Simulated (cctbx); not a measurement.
# Lattice, Laue class and space group of a new crystal

Cell: a = 4.6310 Å, b = 4.7330 Å, c = 9.0160 Å, α = 90.00°, β = 90.00°, γ = 90.00°. Expected content of the cell: Nd1 Ba1 Fe2 S5.

Simulated single-crystal data (cctbx): Cu Kα, λ = 1.54184 Å, to d = 0.8 Å, 80 % of the full sphere, strongest reflection 20000 counts, noise from counting, a 3 % proportional error and a noise floor of 15 counts (s.d.); no absorption, some extinction.

A first pass over the reflections prints:

```text
1262 reflections to d = 0.801 A
centring   violations  <I/sigma> of those
    A        440 of   615     14.2
    B        464 of   633     14.4
    C        386 of   630     12.1
    I        506 of   632     14.5
    R        596 of   844     13.9
    F        645 of   939     13.6
Laue class    unique    Rint  (classes that these axes allow; Friedel mates merged)
P -1              757   0.025
P 1 2/m 1         447   0.027
P 1 1 2/m         424   0.027
P 2/m 1 1         445   0.028
P m m m           267   0.029
space group    extra absences  I>4sigma  <I/sigma>
P 2 2 2                 0          0         -  acentric
P m m 2                 0          0         -  acentric
P 2 m m                 0          0         -  acentric
P m 2 m                 0          0         -  acentric
P m m m                 0          0         -  centric
Wilson B = 1.46 A^2   <|E^2-1|> = 0.861 (0.968 centric, 0.736 acentric)   E^2>4: 1.2 %
shell (A)         n   <I/sigma>
 9.02 - 1.60     41     32.5
 1.60 - 1.27     36     30.3
 1.27 - 1.11     35     33.7
 1.11 - 1.01     32     32.0
 1.01 - 0.94     26     24.3
 0.94 - 0.88     41     26.0
 0.88 - 0.84     30     25.9
 0.84 - 0.80     26     19.4
```

Q: Read the symmetry from these tables.

Every centring test has many violations, so the lattice is primitive.

Rint stays low (0.025 to 0.029) up to P m m m, the highest class in these axes.

5 settings pass the absence test. No glide or screw absences show, which leaves P 2 2 2, P m m 2, P 2 m m, P m 2 m and P m m m.

⟨|E²−1|⟩ = 0.861 lies between the two ideal values. The Wilson B of 1.46 Å² means U ≈ 0.0185 Å².

The true group is Pmmm (no. 47), Laue class mmm, centrosymmetric. The tables only narrow the choice to the tied entries; cell content, site symmetry and trial solutions must settle it.

The model was made for the exercise: a known structure type with other elements put in, its volume estimated, not relaxed; displacement parameters are assumed.

[Logs are printed without paths, hosts, clocks, repeated set-up lines and the standing remarks that a program may print on its own settings, such as how far it seeks lower states.]
